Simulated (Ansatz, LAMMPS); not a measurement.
# Structural relaxation of amorphous 52In2O3-48Li2O (mol %) (125 atoms)

Wanted: the relaxed structure of amorphous 52In2O3-48Li2O (mol %) (125 atoms) and its electronic structure.

Main program and level: Ansatz 0.2.0; Kohn-Sham DFT, RPBE, PAW (set soft_2), plane waves.

## Step 1: Set-up

The cell holds 125 atoms: 32 In, 30 Li and 63 O. Its edges and angles: a = 11.320 Å, b = 11.320 Å, c = 11.320 Å, α = 90.0°, β = 90.0°, γ = 90.0°. 125 atoms (32 Sc, 30 Li, 63 O) placed at random at 3.4 g/cm³, melted at 5000 K for 10 ps at fixed volume with the Morse and Coulomb pair potential with partial charges (Pedone, Malavasi, Menziani, Cormack and Segre, J. Phys. Chem. B 110, 11780 (2006)). Quenched from 5000 K to 300 K at 30 K/ps and fixed volume, held 10 ps at zero pressure, then minimised at fixed cell. Then Sc was replaced by In and the cell scaled by 1.023 (the potential has no terms for the new elements, so the cell is a start for a DFT relaxation).

Limits known from the start: The quench rate of 30 K/ps far exceeds what a furnace or splat quench reaches, so expect more defects and frozen-in strain than in a real sample. The network of bonds at the start is that of the classical potential that made the cell. Only the Γ point is sampled, in a cell whose shortest periodic width is 11 Å.

## Step 2: How the cell was made

A classical potential supplies the starting structure, since it reaches far longer times than DFT.

This step: classical MD, Morse and Coulomb pair potential with partial charges (Pedone, Malavasi, Menziani, Cormack and Segre, J. Phys. Chem. B 110, 11780 (2006)) (LAMMPS 22 Jul 2025 - Update 4).

File in.lmp:

```
# melt-quench of Sc32Li30O63
units metal
atom_style charge
boundary p p p
region box block 0 10.9032 0 10.9032 0 10.9032
create_box 3 box
mass 1 44.9559   # Sc
mass 2 6.9400   # Li
mass 3 15.9990   # O
create_atoms 1 random 32 897654 NULL overlap 1.5 maxtry 2000
create_atoms 2 random 30 897661 NULL overlap 1.5 maxtry 2000
create_atoms 3 random 63 897668 NULL overlap 1.5 maxtry 2000
pair_style hybrid/overlay pedone 5.5 coul/long 8.0
pair_coeff * * coul/long
pair_coeff 1 3 pedone 0.000333 3.144445 3.200000 2.6   # Sc-O
pair_coeff 2 3 pedone 0.001114 3.429506 2.681360 1   # Li-O
pair_coeff 3 3 pedone 0.042395 1.379316 3.618701 22   # O-O
set type 1 charge 1.8
set type 2 charge 0.6
set type 3 charge -1.2
kspace_style pppm 1.0e-4
neigh_modify delay 0 every 1 check yes
thermo_style custom step time temp pe press density
thermo_modify norm yes
timestep 0.002
thermo 100
min_style cg
minimize 1e-4 1e-4 200 2000
reset_timestep 0
velocity all create 5000 897655 mom yes dist gaussian
fix lim all nve/limit 0.05
fix lan all langevin 5000 5000 0.2 897656 zero yes
thermo 500
run 1000 post no
# [... 10 lines left out ...]
thermo 1666
fix md all npt temp 300 300 0.2 iso 0 0 2
run 5000 post no
unfix md
thermo 100
min_style cg
minimize 0 1e-3 2000 20000
write_dump all custom glass.dump id type xs ys zs modify sort id
```

Started as:

```bash
> lmp -in in.lmp -log none -nocite
```

Numbers of over 12 decimals in the logs are rounded to 6 here.

What it wrote:

```text
LAMMPS (22 Jul 2025 - Update 4)
Created orthogonal box = (0 0 0) to (10.9032 10.9032 10.9032)
Created 32 atoms
Created 30 atoms
Created 63 atoms
PPPM initialization ...
  G vector (1/distance) = 0.38239221
  grid = 12 12 12
  estimated relative force accuracy = 4.3940752e-05
   Step          Time           Temp          PotEng         Press         Density
         0   0              0             -0.8087108      1573745.1      3.4010013
        81   0.162          0             -8.6208756      98849.115      3.4010013
Loop time of 0.0852164 s on 1 MPI rank(s) for 81 steps with 125 atoms
Minimization stats:
  Stopping criterion = energy tolerance
  Energy initial, next-to-last, final =
    -0.808710803056694  -8.62013730406527  -8.62087562635963
  Force two-norm initial, final = 366.89211 1.5276404
  Iterations, force evaluations = 81 104
   Step          Time           Temp          PotEng         Press         Density
[... 12 lines left out ...]
[... 1 line left out ...]
Loop time of 3.47704 s on 1 MPI rank(s) for 5000 steps with 125 atoms
   Step          Time           Temp          PotEng         Press         Density
[... 12 lines left out ...]
Loop time of 51.474 s on 1 MPI rank(s) for 78333 steps with 125 atoms
   Step          Time           Temp          PotEng         Press         Density
[... 3 lines left out ...]
     88298   176.596        272.59806     -8.7086631      1708.8211      3.2547827
     89333   178.666        323.14169     -8.7049149      7263.5052      3.2533457
Loop time of 3.73957 s on 1 MPI rank(s) for 5000 steps with 125 atoms
   Step          Time           Temp          PotEng         Press         Density
     89333   178.666        323.14169     -8.7049209      7257.5407      3.2533457
     89352   178.704        323.14169     -8.7457414     -4128.2579      3.2533457
Loop time of 0.0506632 s on 1 MPI rank(s) for 19 steps with 125 atoms
Minimization stats:
  Stopping criterion = linesearch alpha is zero
  Energy initial, next-to-last, final =
     -8.70492090939036  -8.74574141740575  -8.74574141740575
  Force two-norm initial, final = 11.975526 0.58328634
  Iterations, force evaluations = 19 67
```

Run time: 60 s. Hardware: 1 thread of Arm Neoverse V1, shared host; peak memory 0.072 GiB.

## Step 3: Single point at the start

A single point comes first, to see the forces before anything moves.

File input.yaml:

```yaml
crystal:
  lattice:
    - [11.32023, 0.0, 0.0]
    - [0.0, 11.32023, 0.0]
    - [0.0, 0.0, 11.32023]
  atoms:
    - { symbol: In, position: [0.39318, 0.69553, 0.34969] }
    - { symbol: In, position: [0.31602, 0.36387, 0.79618] }
    - { symbol: In, position: [0.83747, 0.4087, 0.26531] }
    - { symbol: In, position: [0.55009, 0.43672, 0.66637] }
    - { symbol: In, position: [0.46862, 0.88484, 0.14191] }
    - { symbol: In, position: [0.94722, 0.72625, 0.24744] }
    - { symbol: In, position: [0.96948, 0.62099, 0.56984] }
    - { symbol: In, position: [0.04479, 0.34957, 0.55936] }
    - { symbol: In, position: [0.24755, 0.61367, 0.65811] }
    - { symbol: In, position: [0.98743, 0.41797, 0.07497] }
    - { symbol: In, position: [0.44655, 0.8964, 0.83538] }
    - { symbol: In, position: [0.18329, 0.01125, 0.90131] }
    - { symbol: In, position: [0.85447, 0.06845, 0.7007] }
    - { symbol: In, position: [0.95422, 0.91111, 0.43828] }
    - { symbol: In, position: [0.41564, 0.14531, 0.0316] }
    - { symbol: In, position: [0.16272, 0.64558, 0.97003] }
    - { symbol: In, position: [0.99497, 0.1049, 0.22694] }
    - { symbol: In, position: [0.66324, 0.11371, 0.20168] }
    - { symbol: In, position: [0.61772, 0.41584, 0.00536] }
    - { symbol: In, position: [0.69963, 0.7498, 0.67044] }
    - { symbol: In, position: [0.46978, 0.6295, 0.90063] }
    - { symbol: In, position: [0.67119, 0.69423, 0.40628] }
    - { symbol: In, position: [0.76916, 0.20818, 0.46301] }
    - { symbol: In, position: [0.96546, 0.83662, 0.78525] }
    - { symbol: In, position: [0.71148, 0.78832, 0.95537] }
    - { symbol: In, position: [0.93086, 0.10385, 0.95473] }
    - { symbol: In, position: [0.34781, 0.16297, 0.32119] }
    - { symbol: In, position: [0.34389, 0.46708, 0.1317] }
    - { symbol: In, position: [0.58225, 0.42737, 0.36275] }
    - { symbol: In, position: [0.6143, 0.19608, 0.78445] }
    - { symbol: In, position: [0.04631, 0.42568, 0.82152] }
    - { symbol: In, position: [0.174, 0.91402, 0.16292] }
    [... 87 atom lines left out ...]
    - { symbol: O, position: [0.99335, 0.28797, 0.93661] }
    - { symbol: O, position: [0.28402, 0.20289, 0.90724] }
    - { symbol: O, position: [0.36396, 0.72911, 0.7761] }
    - { symbol: O, position: [0.68946, 0.12068, 0.62787] }
    - { symbol: O, position: [0.29633, 0.97612, 0.75936] }
    - { symbol: O, position: [0.92841, 0.21655, 0.62709] }
kpoints:
  mp_grid: { grid: [1, 1, 1] }
hamiltonian:
  xc: rpbe
scf:
  occupations: { method: fermi_dirac, width: 0.05 }
output:
  forces: true
  stress: true
  populations: intrinsic
  dos:
    method: { smearing: { sigma: 0.08 } }
    de: 0.1
    projected: { site_lists: { In: [In], Li: [Li], O: [O] } }
  eigenvalues: true
```

Started as:

```bash
> ansatz run input.yaml --threads 4 --pin off --max-ram 8192MiB --backend cpu --events-out ev --progress --plain --runs-dir out
```

What it wrote:

```text
Engine: ansatz 0.2.0, aarch64-unknown-linux-gnu
Pseudopotentials: kind: paw
Pseudopotential: In, paw, valence charge 13, recommended cutoff 420 eV (normal), In.paw.azcp
Pseudopotential: Li, paw, valence charge 3, recommended cutoff 420 eV (normal), Li.paw.azcp
Pseudopotential: O, paw, valence charge 6, recommended cutoff 420 eV (normal), O.paw.azcp
[... 5 lines on functional and potentials left out ...]
Crystal: 125 atoms, lattice volume = 1450.660 Å³
Basis set: ecut = 420 eV, 28353 PW (Γ), exchange–correlation on 160×160×160 points (8 copies of the dense FFT grid, shifted against one another)
Bands: 567, of which v1, the nominal top of the filled ones, is band 442 counted from 1 (441 counted from 0)
Symmetry: 1 space group operations
Space group: P1 (ITA 1), of the structure as read, at distance tolerance 1.1e-4 Å
k-points: 1
[... 9 lines on functional and potentials left out ...]
Initial density: superposition of atomic densities (neutral atoms: chi_scale 0, normalization atom), corrected by the library's trained network
Initial wavefunctions: pseudopotential atomic-orbital guess
Functional: x = rpbe, c = pbe(β = 0.066725)
SCF iter   1: F=—  HF=-221455.159329 eV  |F-HF|=—  |Δ(HF+E_count)|=         —  Δρ=5.37e-3  dr2=3.99e-1  ethr=1.77e-3  ⟨swp⟩=6.0  Hψ=2423  notcnv=0  defer=40
preconditioner: auto → Resta (q_TF=auto, 2.512 Å⁻¹)  ε∞=4.0  [insulator: Δε(μ)=1.239 eV  Ē_g=16.171 eV  σ=0.050 eV  W_gap=1.00  n_scr=388 (ndim 8)  ℏωp=28.0 eV  f_vac=0.033  D(μ)=0.00/eV (n_scr^D=0)  ε∞_Penn≈4.0]
SCF iter   2: F=—  HF=-221455.064343 eV  |F-HF|=—  |Δ(HF+E_count)|=   9.50e-2  Δρ=2.52e-3  dr2=4.85e-2  ethr=4.51e-5  ⟨swp⟩=3.0  Hψ=1100  notcnv=0  defer=118
SCF iter   3: F=—  HF=-221455.061003 eV  |F-HF|=—  |Δ(HF+E_count)|=   3.34e-3  Δρ=9.98e-4  dr2=1.58e-2  ethr=5.49e-6  ⟨swp⟩=2.0  Hψ=803  notcnv=0  defer=118
SCF iter   4: F=—  HF=-221455.061322 eV  |F-HF|=—  |Δ(HF+E_count)|=   3.19e-4  Δρ=3.79e-4  dr2=2.18e-3  ethr=1.79e-6  ⟨swp⟩=2.0  Hψ=811  notcnv=0  defer=118
SCF iter   5: F=—  HF=-221455.061983 eV  |F-HF|=—  |Δ(HF+E_count)|=   6.61e-4  Δρ=1.98e-4  dr2=5.58e-4  ethr=2.47e-7  ⟨swp⟩=2.0  Hψ=855  notcnv=0  defer=118
SCF iter   6: F=—  HF=-221455.062294 eV  |F-HF|=—  |Δ(HF+E_count)|=   3.11e-4  Δρ=6.51e-5  dr2=7.35e-5  ethr=6.31e-8  ⟨swp⟩=2.0  Hψ=811  notcnv=0  defer=118
SCF iter   7: F=—  HF=-221455.059999 eV  |F-HF|=—  |Δ(HF+E_count)|=   2.29e-3  Δρ=5.79e-5  dr2=4.48e-5  ethr=8.31e-9  ⟨swp⟩=2.0  Hψ=891  notcnv=0  defer=118
SCF iter   8: F=—  HF=-221455.060005 eV  |F-HF|=—  |Δ(HF+E_count)|=   6.27e-6  Δρ=1.16e-5  dr2=2.10e-6  ethr=5.07e-9  ⟨swp⟩=2.0  Hψ=861  notcnv=0  defer=118
SCF iter   9: F=—  HF=-221455.060010 eV  |F-HF|=—  |Δ(HF+E_count)|=   4.46e-6  Δρ=9.40e-6  dr2=1.19e-6  ethr=2.37e-10  ⟨swp⟩=2.0  Hψ=890  notcnv=0  defer=118
SCF iter  10: F=—  HF=-221455.060010 eV  |F-HF|=—  |Δ(HF+E_count)|=   1.12e-7  Δρ=3.93e-6  dr2=2.37e-7  ethr=1.35e-10  ⟨swp⟩=2.0  Hψ=861  notcnv=0  defer=118
SCF iter  11: F=-221455.060010 eV  HF=-221455.060010 eV  |F-HF|=3.34e-8  |Δ(HF+E_count)|=   2.12e-7  Δρ=1.40e-6  dr2=3.57e-8  ethr=1.13e-11  ⟨swp⟩=12.0  Hψ=2638  notcnv=0
SCF 1 converged in 11 iterations: F = -221455.060010 eV  dr2 = 3.57e-8
  greatest PAW one-centre occupation: 1.000 electrons in one spin orbital (limit 2), on the Li atom at site 58 (counted from 0), in its partial waves of l = 0
SCF converged after 11 iterations
Free energy (F): -221455.060010 eV
Harris-Foulkes:  -221455.060010 eV  (|F-HF|=3.34e-8)
Internal energy: -221455.059989 eV  (E = F + TS)
E sigma→0 (E₀):  -221455.059999 eV
Entropy (-TS):   -0.000022 eV (-0.000 meV/atom)
Fermi energy:    8.111268 eV
--- Per-component energies (eV) ---
  E_band       = -3020.910763
  E_kinetic    = 19606.760879
  E_local      = -63720.147359  (includes V_loc(G=0)·N_el)
  E_nonlocal   = 13857.804864
  E_hartree    = 24670.664863
  E_xc         = -11887.076019
  E_vxc        = -9517.876460  (∫ρ·V_xc dr)
  E_paw        = -144104.565380  (= ΣΔE_a)
  E_vpaw       = -12588.936159  (= ΣTr[D̂ρ^β])
  E_aug_tail   = 0.152334  (compensation charges beyond the density's cutoff)
  E_ewald      = -59879.492787
  E_core_change = 0.838616  (= ΣΔE_core)
  E_smearing   = -0.000022  (= −TS)
  E_closure    = -0.000000  (closes the sum)
  Σ components = -221455.060010   (vs F -221455.060010, Δ=0.00e0)
--- Forces (eV/Å), atoms counted from 1 ---
  atom   1  In     0.15759495    -0.41983385    -0.60571658
  atom   2  In     0.13750402     0.26254933     0.94061322
  atom   3  In    -0.61107041    -0.15721720     0.45709869
  atom   4  In     0.21647278     0.49505478     0.03867322
  atom   5  In    -0.15897099     0.09997542    -0.00269261
  atom   6  In    -0.32555177    -0.77268998     0.22132773
  atom   7  In    -0.20863744     0.47066543     0.04029126
  atom   8  In     0.10150895    -0.17127955    -0.12336782
  atom   9  In    -0.10948526    -0.64623476     0.41606378
  atom  10  In     0.60364808    -0.35528188    -0.61118800
  atom  11  In     0.14565801    -0.23443038    -0.09173774
  atom  12  In     0.22656235     0.35263692     0.20150415
  atom  13  In    -0.15814293    -0.39538640    -0.58539044
  atom  14  In     0.41077896     0.51738212     0.73864048
[...]
atom 124  O     -0.24204593     0.35038225    -1.43108625
  atom 125  O     -0.17276224     0.20646352     0.06612535
  max |Σ_I F_I| component: 5.99e-5 eV/Å
--- Stress (GPa, compression-positive) ---
        6.613293      -1.339424       0.072952
       -1.339425       6.790945      -0.580337
        0.072955      -0.580338       8.556208
  P = ⅓ Tr σ = 7.3201 GPa (73.201 kbar)
--- Band table (eV) ---
  k-point 0: bands = ["-37.5401", "-37.4146", "-37.0560", "-37.0383", [... 551 levels ...], "17.8904", "17.9278", "18.0194", "18.0354", "18.0526", "18.1061", "18.1595", "18.2104", "18.2523", "18.2936", "18.3183", "18.3778"]
--- intrinsic populations: 125 sites ---
  site symbol       q [e]
     0     In     11.9312
     1     In     11.9241
     2     In     11.8831
[...]
124      O      6.9499
  spilling = 0.000000 (of n_electrons = 884.000000)
```

Wall time 55 s (4 threads of Arm Neoverse V1, shared host); peak memory 2.4 GiB.

Numbers from this run:

| Property | Result |
| --- | --- |
| free energy | -221455.0600 eV |
| free energy per atom | -1771.6405 eV/atom |
| SCF cycles | 11 |
| pressure | 7.32 GPa |
| r.m.s. force component | 0.4373 eV/Å |
| longest force | 1.579 eV/Å |
| Fermi energy | 8.111 eV |
| gap (highest filled to lowest empty level) | 1.176 eV |

The r.m.s. force component of 0.44 eV/Å and the pressure of 7.3 GPa set the starting point.

Neighbours are counted within 2.77 Å (O-In), 2.38 Å (O-Li), 2.90 Å (In-In).

Length of the force by element and coordination:

```csv
element,coordination,atoms,mean length of the force (eV/Å),spread,least,most
In,all,32,0.649,0.248,0.118,1.17
In,5,6,0.521,0.208,0.118,0.754
In,6,22,0.656,0.26,0.188,1.17
In,7,4,0.796,0.092,0.671,0.930
Li,all,30,0.427,0.186,0.083,0.850
Li,2,1,0.251,0,0.251,0.251
Li,3,9,0.486,0.259,0.083,0.850
Li,4,19,0.391,0.114,0.18,0.604
Li,5,1,0.748,0,0.748,0.748
O,all,63,0.794,0.399,0.147,1.58
O,3,2,0.549,0.089,0.46,0.638
O,4,22,0.802,0.380,0.147,1.36
O,5,31,0.813,0.423,0.242,1.53
O,6,7,0.773,0.404,0.267,1.58
O,7,1,0.675,0,0.675,0.675
```

(Continued in part 2 of 3.)

[Logs are printed without paths, hosts, clocks, repeated set-up lines and the standing remarks that a program may print on its own settings, such as how far it seeks lower states.]

[Hosts, paths, dates, database ids (printed as entryN), source tags and the programs' standing remarks are cut or masked in the printed files.]
